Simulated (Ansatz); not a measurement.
# GeBMo3 (Mo3GeB antiperovskite): lattice stability ahead of a resistivity run

The plan: relax GeBMo3 (Mo3GeB antiperovskite), check its phonons, and, if the lattice is stable, compute its Eliashberg function and ρ(T).

Program: Ansatz 0.2.0. Level of theory: DFT PBE, scalar-relativistic, plane waves, PAW; PAW set soft_1. Results are calculated unless marked as measured.

The structure was built from a prototype and need not be the compound's stable phase.

**1. The structure**

The structure is cubic, space group Pm-3m (No. 221). Conventional cell: a = 4.189 Å, b = 4.189 Å, c = 4.189 Å, α = 90.00°, β = 90.00°, γ = 90.00°. Ge has 12 Mo at 2.96 Å nearest. Mo has 2 B at 2.09 Å and 8 Mo at 2.96 Å and 4 Ge at 2.96 Å nearest. Nearest to B lie 6 Mo at 2.09 Å. Farther neighbours are not listed.

As a file:

```cif
data_structure
_symmetry_space_group_name_H-M 'P 1'
_symmetry_Int_Tables_number 1
_cell_length_a 4.1886
_cell_length_b 4.1886
_cell_length_c 4.1886
_cell_angle_alpha 90.000
_cell_angle_beta 90.000
_cell_angle_gamma 90.000
_cell_volume 73.48
loop_
_atom_site_label
_atom_site_type_symbol
_atom_site_fract_x
_atom_site_fract_y
_atom_site_fract_z
_atom_site_occupancy
Ge1 Ge 0.00000 0.00000 0.00000 1
Mo2 Mo 0.50000 0.50000 0.00000 1
Mo3 Mo 0.50000 0.00000 0.50000 1
Mo4 Mo 0.00000 0.50000 0.50000 1
B5 B 0.50000 0.50000 0.50000 1
```

**2. Relaxation**

The structure is brought to rest under this functional.

Input file input.yaml:

```yaml
crystal:
  lattice:
    - [4.18855, 0.0, 0.0]
    - [0.0, 4.18855, 0.0]
    - [0.0, 0.0, 4.18855]
  atoms:
    - { symbol: Ge, position: [0.0, 0.0, 0.0] }
    - { symbol: Mo, position: [0.5, 0.5, 0.0] }
    - { symbol: Mo, position: [0.5, 0.0, 0.5] }
    - { symbol: Mo, position: [0.0, 0.5, 0.5] }
    - { symbol: B, position: [0.5, 0.5, 0.5] }
kpoints:
  mp_grid: { grid: [6, 6, 6] }
hamiltonian:
  xc: pbe
  pseudopotentials: { kind: paw, azcp: { folder: soft_1 } }
scf:
  occupations: { method: gaussian, width: 0.1 }
output:
  forces: true
  stress: true
  eigenvalues: true
relax:
  adjacent_minimum: "off"
  f_tol: 0.005
  max_steps: 80
  cell: { stress_tol: 0.05 }
```

Started as:

```bash
$ ansatz run input.yaml --threads 4 --pin off --max-ram 20480MiB --backend cpu --events-out ev --progress --plain --runs-dir out
```

Numbers of over 12 decimals in the logs are rounded to 6 here.

Log:

```text
Engine: ansatz 0.2.0, aarch64-unknown-linux-gnu
Pseudopotentials: kind: paw
Pseudopotential: Ge, paw, valence charge 14, recommended cutoff 420 eV (normal), soft_1/Ge.paw.azcp
Pseudopotential: Mo, paw, valence charge 14, recommended cutoff 420 eV (normal), soft_1/Mo.paw.azcp
Pseudopotential: B, paw, valence charge 3, recommended cutoff 420 eV (normal), soft_1/B.paw.azcp
Functional definition: PBE
  parameter kappa = 0.804
  parameter beta = 0.066725
  exchange = pbe_x(kappa = kappa, mu = beta*pi^2/3)
  correlation = pbe_c(beta = beta)
Crystal: 5 atoms, lattice volume = 73.484 Å³
Basis set: ecut = 420 eV, 1365 PW (Γ), exchange–correlation on 60×60×60 points (8 copies of the dense FFT grid, shifted against one another)
Bands: 36, of which v1, the nominal top of the filled ones, is band 30 counted from 1 (29 counted from 0)
Symmetry: 48 space group operations
Space group: Pm-3m (ITA 221), of the structure as read, at distance tolerance 4.2e-5 Å
k-points: 20 of 216
Non-local potential: Ge, projectors of the file, l = 0: 2, l = 1: 2, l = 2: 3, l = 3: 1
Non-local potential: Mo, projectors of the file, l = 0: 3, l = 1: 2, l = 2: 2, l = 3: 1
Non-local potential: B, projectors of the file, l = 0: 2, l = 1: 2, l = 2: 1
PAW form: soft (Blöchl's): semilocal exchange-correlation on the pseudo side does not see the compensation charge
PAW one-centre angular grid: Ge, 590 points (default); XC on 64 Gauss nodes
PAW one-centre angular grid: Mo, 590 points (default); XC on 64 Gauss nodes
PAW one-centre angular grid: B, 110 points (default); XC on 64 Gauss nodes
Initial density: superposition of atomic densities (chi_scale 0.1, normalization cell, long waves kept (reshape's long-wave potential 0.00 eV rms))
Initial wavefunctions: pseudopotential atomic-orbital guess
Functional: x = pbe(κ = 0.804, μ = 0.219515), c = pbe(β = 0.066725)
SCF iter   1: F=—  HF=-19324.734893 eV  |F-HF|=—  |Δ(HF+E_count)|=         —  Δρ=1.47e-1  dr2=2.57e1  ethr=3.10e-3  ⟨swp⟩=5.3  Hψ=2645  notcnv=0
preconditioner: auto → Kerker (q_TF=auto, 2.630 Å⁻¹)  [metal: Δε(μ)=0.076 eV  Ē_g=12.144 eV  σ=0.100 eV  W_gap=0.39  n_scr=26 (ndim 8)  ℏωp=25.6 eV  f_vac=0.000  D(μ)=3.65/eV (n_scr^D=26)]
SCF iter   2: F=—  HF=-19319.308219 eV  |F-HF|=—  |Δ(HF+E_count)|=    5.43e0  Δρ=7.01e-2  dr2=5.86e0  ethr=3.10e-3  ⟨swp⟩=2.5  Hψ=1497  notcnv=0  defer=24
SCF iter   3: F=—  HF=-19317.801825 eV  |F-HF|=—  |Δ(HF+E_count)|=    1.51e0  Δρ=1.05e-2  dr2=5.73e-2  ethr=3.10e-3  ⟨swp⟩=2.4  Hψ=1342  notcnv=0  defer=23
SCF iter   4: F=—  HF=-19317.799134 eV  |F-HF|=—  |Δ(HF+E_count)|=   2.69e-3  Δρ=2.01e-3  dr2=2.38e-3  ethr=9.71e-5  ⟨swp⟩=2.3  Hψ=1361  notcnv=0  defer=23
SCF iter   5: F=—  HF=-19317.798779 eV  |F-HF|=—  |Δ(HF+E_count)|=   3.55e-4  Δρ=7.05e-4  dr2=3.21e-4  ethr=4.04e-6  ⟨swp⟩=2.2  Hψ=1209  notcnv=0  defer=23
SCF iter   6: F=—  HF=-19317.798749 eV  |F-HF|=—  |Δ(HF+E_count)|=   3.06e-5  Δρ=1.70e-4  dr2=1.59e-5  ethr=5.44e-7  ⟨swp⟩=2.0  Hψ=1036  notcnv=0  defer=23
SCF iter   7: F=—  HF=-19317.798715 eV  |F-HF|=—  |Δ(HF+E_count)|=   3.39e-5  Δρ=7.25e-5  dr2=4.23e-6  ethr=2.70e-8  ⟨swp⟩=2.0  Hψ=1036  notcnv=0  defer=23
SCF iter   8: F=—  HF=-19317.798714 eV  |F-HF|=—  |Δ(HF+E_count)|=   5.24e-7  Δρ=1.73e-5  dr2=2.30e-7  ethr=7.17e-9  ⟨swp⟩=2.8  Hψ=1250  notcnv=0  defer=23
SCF iter   9: F=-19317.798714 eV  HF=-19317.798714 eV  |F-HF|=3.10e-9  |Δ(HF+E_count)|=   2.12e-8  Δρ=3.20e-6  dr2=7.41e-9  ethr=1.69e-10  ⟨swp⟩=9.9  Hψ=2766  notcnv=0
SCF 1 converged in 9 iterations: F = -19317.798714 eV  dr2 = 7.41e-9
  greatest PAW one-centre occupation: 0.999 electrons in one spin orbital (limit 2), on the Mo atom at site 2 (counted from 0), in its partial waves of l = 0
relax step   1: F+E_penalty+E_count = -19317.79871408 eV  Δ(F+E_penalty+E_count) = +0.000e0 eV  max|allowed force component| = 2.217e-29 eV/Å  Δτ_max = 0.0000 Å  P = -0.631 GPa  Ω = 73.484 Å³  (9 SCF iters, dr2 threshold 1.00e-7 eV, accepted)
Crystal: 5 atoms, lattice volume = 73.125 Å³
Initial density: handed on by an earlier stage of this run
Initial wavefunctions: those handed on with the density
iter 1 solved again at ethr=1.73e-6 eV; its pass at ethr=3.10e-3 eV (dr2=1.02e-3 eV) is discarded
SCF iter   1: F=—  HF=-19317.799379 eV  |F-HF|=—  |Δ(HF+E_count)|=         —  Δρ=8.14e-4  dr2=9.55e-4  ethr=1.73e-6  ⟨swp⟩=2.5  Hψ=3127  notcnv=0
preconditioner: auto → Kerker (q_TF=auto, 2.632 Å⁻¹)  [metal: Δε(μ)=0.037 eV  Ē_g=11.272 eV  σ=0.100 eV  W_gap=0.20  n_scr=26 (ndim 8)  ℏωp=25.7 eV  f_vac=0.000  D(μ)=3.71/eV (n_scr^D=32)]
SCF iter   2: F=—  HF=-19317.799205 eV  |F-HF|=—  |Δ(HF+E_count)|=   1.75e-4  Δρ=4.09e-4  dr2=2.52e-4  ethr=1.62e-6  ⟨swp⟩=1.9  Hψ=828  notcnv=0
SCF iter   3: F=—  HF=-19317.799139 eV  |F-HF|=—  |Δ(HF+E_count)|=   6.51e-5  Δρ=4.47e-5  dr2=2.00e-6  ethr=4.26e-7  ⟨swp⟩=2.0  Hψ=939  notcnv=0
iter 4 did not close the SCF: its close was put off for the readings that it lacked (scf_convergence_deferred on its scf_iter line)
SCF iter   4: F=-19317.799139 eV  HF=-19317.799139 eV  |F-HF|=7.70e-8  |Δ(HF+E_count)|=   2.74e-7  Δρ=1.12e-5  dr2=9.08e-8  ethr=3.39e-9  ⟨swp⟩=2.0  Hψ=1073  notcnv=0
iter 5 did not close the SCF: its close was put off for the readings that it lacked (scf_convergence_deferred on its scf_iter line)
SCF iter   5: F=-19317.799139 eV  HF=-19317.799139 eV  |F-HF|=4.99e-8  |Δ(HF+E_count)|=   3.73e-9  Δρ=4.76e-6  dr2=1.23e-8  ethr=1.54e-10  ⟨swp⟩=2.0  Hψ=1049  notcnv=0
SCF iter   6: F=-19317.799139 eV  HF=-19317.799139 eV  |F-HF|=1.24e-10  |Δ(HF+E_count)|=   2.26e-8  Δρ=1.21e-6  dr2=1.07e-9  ethr=2.08e-11  ⟨swp⟩=1.6  Hψ=1830  notcnv=0
SCF 2 converged in 6 iterations: F = -19317.799139 eV  dr2 = 1.07e-9
  greatest PAW one-centre occupation: 0.999 electrons in one spin orbital (limit 2), on the Mo atom at site 3 (counted from 0), in its partial waves of l = 0
relax step   2: F+E_penalty+E_count = -19317.79913909 eV  Δ(F+E_penalty+E_count) = -4.250e-4 eV  max|allowed force component| = 1.906e-29 eV/Å  Δτ_max = 0.0000 Å  P = +0.371 GPa  Ω = 73.125 Å³  energy of the carried Pulay correction = +1.293e-4 eV  (6 SCF iters, dr2 threshold 5.00e-7 eV, accepted)
Crystal: 5 atoms, lattice volume = 73.258 Å³
iter 1 solved again at ethr=2.39e-7 eV; its pass at ethr=3.10e-3 eV (dr2=1.41e-4 eV) is discarded
SCF iter   1: F=—  HF=-19317.799275 eV  |F-HF|=—  |Δ(HF+E_count)|=         —  Δρ=3.02e-4  dr2=1.32e-4  ethr=2.39e-7  ⟨swp⟩=2.6  Hψ=3112  notcnv=0
preconditioner: auto → Kerker (q_TF=auto, 2.632 Å⁻¹)  [metal: Δε(μ)=0.041 eV  Ē_g=11.261 eV  σ=0.100 eV  W_gap=0.23  n_scr=26 (ndim 8)  ℏωp=25.7 eV  f_vac=0.000  D(μ)=3.80/eV (n_scr^D=32)]
SCF iter   2: F=—  HF=-19317.799252 eV  |F-HF|=—  |Δ(HF+E_count)|=   2.35e-5  Δρ=1.51e-4  dr2=3.45e-5  ethr=2.24e-7  ⟨swp⟩=1.9  Hψ=828  notcnv=0
iter 3 did not close the SCF: its close was put off for the readings that it lacked (scf_convergence_deferred on its scf_iter line)
SCF iter   3: F=-19317.799243 eV  HF=-19317.799243 eV  |F-HF|=1.89e-7  |Δ(HF+E_count)|=   8.28e-6  Δρ=1.66e-5  dr2=2.86e-7  ethr=5.85e-8  ⟨swp⟩=2.0  Hψ=939  notcnv=0
iter 4 did not close the SCF: its close was put off for the readings that it lacked (scf_convergence_deferred on its scf_iter line)
SCF iter   4: F=-19317.799243 eV  HF=-19317.799243 eV  |F-HF|=9.36e-9  |Δ(HF+E_count)|=   4.00e-8  Δρ=4.18e-6  dr2=1.19e-8  ethr=4.84e-10  ⟨swp⟩=2.6  Hψ=1156  notcnv=0
iter 5 did not close the SCF: its close was put off for the readings that it lacked (scf_convergence_deferred on its scf_iter line)
SCF iter   5: F=-19317.799243 eV  HF=-19317.799243 eV  |F-HF|=7.16e-9  |Δ(HF+E_count)|=  2.36e-10  Δρ=1.71e-6  dr2=1.56e-9  ethr=2.02e-11  ⟨swp⟩=2.0  Hψ=1058  notcnv=0
SCF iter   6: F=-19317.799243 eV  HF=-19317.799243 eV  |F-HF|=1.46e-11  |Δ(HF+E_count)|=   3.23e-9  Δρ=4.36e-7  dr2=1.43e-10  ethr=2.65e-12  ⟨swp⟩=1.0  Hψ=1814  notcnv=0
SCF 3 converged in 6 iterations: F = -19317.799243 eV  dr2 = 1.43e-10
relax step   3: F+E_penalty+E_count = -19317.79924346 eV  Δ(F+E_penalty+E_count) = -1.044e-4 eV  max|allowed force component| = 1.603e-29 eV/Å  Δτ_max = 0.0000 Å  P = -0.002 GPa  Ω = 73.258 Å³  energy of the carried Pulay correction = +8.149e-5 eV  (6 SCF iters, dr2 threshold 3.44e-7 eV, accepted)
Initial wavefunctions: pseudopotential atomic-orbital guess (no wavefunctions were taken with the density)
iter 1 solved again at ethr=2.53e-8 eV; its pass at ethr=3.10e-3 eV (dr2=1.49e-5 eV) is discarded
SCF iter   1: F=—  HF=-19317.799150 eV  |F-HF|=—  |Δ(HF+E_count)|=         —  Δρ=6.11e-6  dr2=4.92e-9  ethr=2.53e-8  ⟨swp⟩=3.5  Hψ=4489  notcnv=0
preconditioner: auto → Kerker (q_TF=auto, 2.632 Å⁻¹)  [metal: Δε(μ)=0.040 eV  Ē_g=11.262 eV  σ=0.100 eV  W_gap=0.22  n_scr=26 (ndim 8)  ℏωp=25.7 eV  f_vac=0.000  D(μ)=3.77/eV (n_scr^D=32)]
SCF iter   2: F=—  HF=-19317.799154 eV  |F-HF|=—  |Δ(HF+E_count)|=   3.95e-6  Δρ=3.28e-6  dr2=1.48e-9  ethr=8.34e-12  ⟨swp⟩=2.9  Hψ=1425  notcnv=0
SCF iter   3: F=—  HF=-19317.799154 eV  |F-HF|=—  |Δ(HF+E_count)|=   1.32e-9  Δρ=9.77e-7  dr2=1.33e-10  ethr=2.52e-12  ⟨swp⟩=2.0  Hψ=1106  notcnv=0
iter 4 did not close the SCF: its close was put off for the readings that it lacked (scf_convergence_deferred on its scf_iter line)
SCF iter   4: F=-19317.799154 eV  HF=-19317.799154 eV  |F-HF|=7.28e-12  |Δ(HF+E_count)|=  1.24e-10  Δρ=1.48e-7  dr2=1.04e-11  ethr=1.00e-12  ⟨swp⟩=2.0  Hψ=820  notcnv=0
iter 5 did not close the SCF: its close was put off for the readings that it lacked (scf_convergence_deferred on its scf_iter line)
SCF iter   5: F=-19317.799154 eV  HF=-19317.799154 eV  |F-HF|=3.64e-12  |Δ(HF+E_count)|=    0.00e0  Δρ=6.37e-8  dr2=2.15e-12  ethr=1.00e-12  ⟨swp⟩=1.0  Hψ=720  notcnv=0
iter 6 did not close the SCF: its close was put off for the readings that it lacked (scf_convergence_deferred on its scf_iter line)
SCF iter   6: F=-19317.799154 eV  HF=-19317.799154 eV  |F-HF|=0.00e0  |Δ(HF+E_count)|=    0.00e0  Δρ=1.24e-8  dr2=1.01e-13  ethr=1.00e-12  ⟨swp⟩=1.0  Hψ=720  notcnv=0
iter 7 did not close the SCF: its close was put off for the readings that it lacked (scf_convergence_deferred on its scf_iter line)
SCF iter   7: F=-19317.799154 eV  HF=-19317.799154 eV  |F-HF|=0.00e0  |Δ(HF+E_count)|=    0.00e0  Δρ=2.66e-9  dr2=7.54e-15  ethr=1.00e-12  ⟨swp⟩=1.0  Hψ=720  notcnv=0
SCF iter   8: F=-19317.799154 eV  HF=-19317.799154 eV  |F-HF|=0.00e0  |Δ(HF+E_count)|=    0.00e0  Δρ=6.05e-10  dr2=4.12e-16  ethr=1.00e-12  ⟨swp⟩=1.0  Hψ=1520  notcnv=0
SCF 4 converged in 8 iterations: F = -19317.799154 eV  dr2 = 4.12e-16
relax step   4: F+E_penalty+E_count = -19317.79915382 eV  Δ(F+E_penalty+E_count) = +8.964e-5 eV  max|allowed force component| = 1.106e-29 eV/Å  Δτ_max = 0.0000 Å  P = -0.003 GPa  Ω = 73.258 Å³  stress off target by 2.51e-3 GPa  SCF on the basis re-selected at this cell (its energy is not comparable with the rows above)  (8 SCF iters)
basis re-selected at this cell: Δ(F+E_penalty+E_count) = +8.964e-5 eV, ΔP = -0.001 GPa vs the last step (what re-selecting the basis moved, of the pressure what is left beyond the Pulay correction that the steps carried, after the strain that the cell walked since its last selection, with what the two solves' SCF thresholds leave and, on support functions, any second-order correction that the steps lacked; it is no m [...]
SCF converged after 8 iterations
Free energy (F): -19317.799154 eV
Harris-Foulkes:  -19317.799154 eV  (|F-HF|=0.00e0)
Internal energy: -19317.780293 eV  (E = F + TS)
E sigma→0 (E₀):  -19317.789723 eV
Entropy (-TS):   -0.018861 eV (-3.772 meV/atom)
Fermi energy:    17.252162 eV
--- Per-component energies (eV) ---
  E_band       = -322.379132
  E_kinetic    = 1409.492703
  E_local      = -4440.070338  (includes V_loc(G=0)·N_el)
  E_nonlocal   = 675.540905
  E_hartree    = 1785.979428
  E_xc         = -631.899973
  E_vxc        = -761.342607  (∫ρ·V_xc dr)
  E_paw        = -11730.276074  (= ΣΔE_a)
  E_vpaw       = -777.958835  (= ΣTr[D̂ρ^β])
  E_aug_tail   = 0.000184  (compensation charges beyond the density's cutoff)
  E_ewald      = -6386.547128
  E_smearing   = -0.018861  (= −TS)
  E_closure    = -0.000000  (closes the sum)
  Σ components = -19317.799154   (vs F -19317.799154, Δ=0.00e0)
--- Forces (eV/Å), atoms counted from 1 ---
  atom   1  Ge    -0.00000000     0.00000000    -0.00000000
  atom   2  Mo     0.00000000     0.00000000    -0.00000000
  atom   3  Mo     0.00000000    -0.00000000     0.00000000
  atom   4  Mo     0.00000000    -0.00000000     0.00000000
  atom   5  B      0.00000000     0.00000000    -0.00000000
  max |Σ_I F_I| component: 2.33e-29 eV/Å
--- Stress (GPa, compression-positive) ---
       -0.002509       0.000000      -0.000000
        0.000000      -0.002509      -0.000000
       -0.000000      -0.000000      -0.002509
  P = ⅓ Tr σ = -0.0025 GPa (-0.025 kbar)
--- Band table (eV; the first three rows and the last of 20) ---
  k-point 0: bands = [... 26 lower, 15.7518, 17.4161, 17.4161, 17.4161, 18.3643, 18.3643, 18.9845, 18.9845, ... 2 higher]
  k-point 1: bands = [... 26 lower, 15.3228, 16.5806, 17.2166, 17.6484, 17.6484, 18.3750, 19.2717, 19.2717, ... 2 higher]
  k-point 2: bands = [... 26 lower, 14.8604, 16.1637, 16.7991, 17.4739, 17.4739, 18.3064, 18.8251, 19.2774, ... 2 higher]
  k-point 19: bands = [... 26 lower, 15.9698, 15.9698, 16.1117, 16.1117, 16.1117, 18.1298, 18.1298, 18.3676, ... 2 higher]
--- Relaxed structure (3 steps of the walk, 3 accepted, 1 SCFs on fresh bases) ---
  F+E_penalty+E_count = -19317.79915382 eV   max|allowed force component| = 1.106e-29 eV/Å   (the final SCF, on the basis selected at the relaxed cell)
  cell:  # Å, volume = 73.2575 Å³
    - [4.184248, 0, 0]
    - [0, 4.184248, 0.0]
    - [0, 0.0, 4.184248]
  atoms:
    - { symbol: Ge, position: [0, 0, 0] }
    - { symbol: Mo, position: [0.5, 0.5, 0] }
    - { symbol: Mo, position: [0.5, 0, 0.5] }
    - { symbol: Mo, position: [0, 0.5, 0.5] }
    - { symbol: B, position: [0.5, 0.5, 0.5] }
```

It took 6.5 s on 4 threads of Arm Neoverse N1, shared host; peak memory 0.42 GiB; 23 s of CPU time.

Step by step:

```
step  energy less that of the first step (eV)  largest force component (eV/Å)  pressure (GPa)  volume (Å³)
   1                                   0.0000                          0.0000           -0.63        73.48
   2                                  -0.0004                          0.0000            0.37        73.13
   3                                  -0.0005                          0.0000            0.00        73.26
  4*                                  -0.0004                          0.0000            0.00        73.26
```

Relaxation steps marked * repeat the geometry before them on a plane-wave basis chosen anew for their cell, so energy and pressure can jump there.

Forces are held to the 48 operations that the run works with; a distortion that breaks them can't arise in this run.

```
conventional cell, symmetrised  before  after  change
                         a (Å)   4.189  4.184  -0.1 %
                         b (Å)   4.189  4.184  -0.1 %
                         c (Å)   4.189  4.184  -0.1 %
              volume (Å³/atom)   14.70  14.65  -0.3 %
```

The relaxed structure:

```xyz
5
Lattice="4.1842 0.0000 0.0000 0.0000 4.1842 0.0000 0.0000 0.0000 4.1842" Properties=species:S:1:pos:R:3 pbc="T T T"
Ge    0.0000    0.0000    0.0000
Mo    2.0921    2.0921    0.0000
Mo    2.0921    0.0000    2.0921
Mo    0.0000    2.0921    2.0921
B     2.0921    2.0921    2.0921
```

This step gave:

```
pressure          : -0.002509 GPa
volume per atom   : 14.65 Å³/atom
metallic on mesh  : yes
gap on the k-mesh : 0 eV
```

The largest force is now zero by symmetry and the largest stress component 0.0025 GPa, small enough for phonons.

(Part 1 of 2 ends here.)

[Logs are printed without paths, hosts, clocks, repeated set-up lines and the standing remarks that a program may print on its own settings, such as how far it seeks lower states.]

[Hosts, paths, dates, database ids (printed as entryN), source tags and the programs' standing remarks are cut or masked in the printed files.]
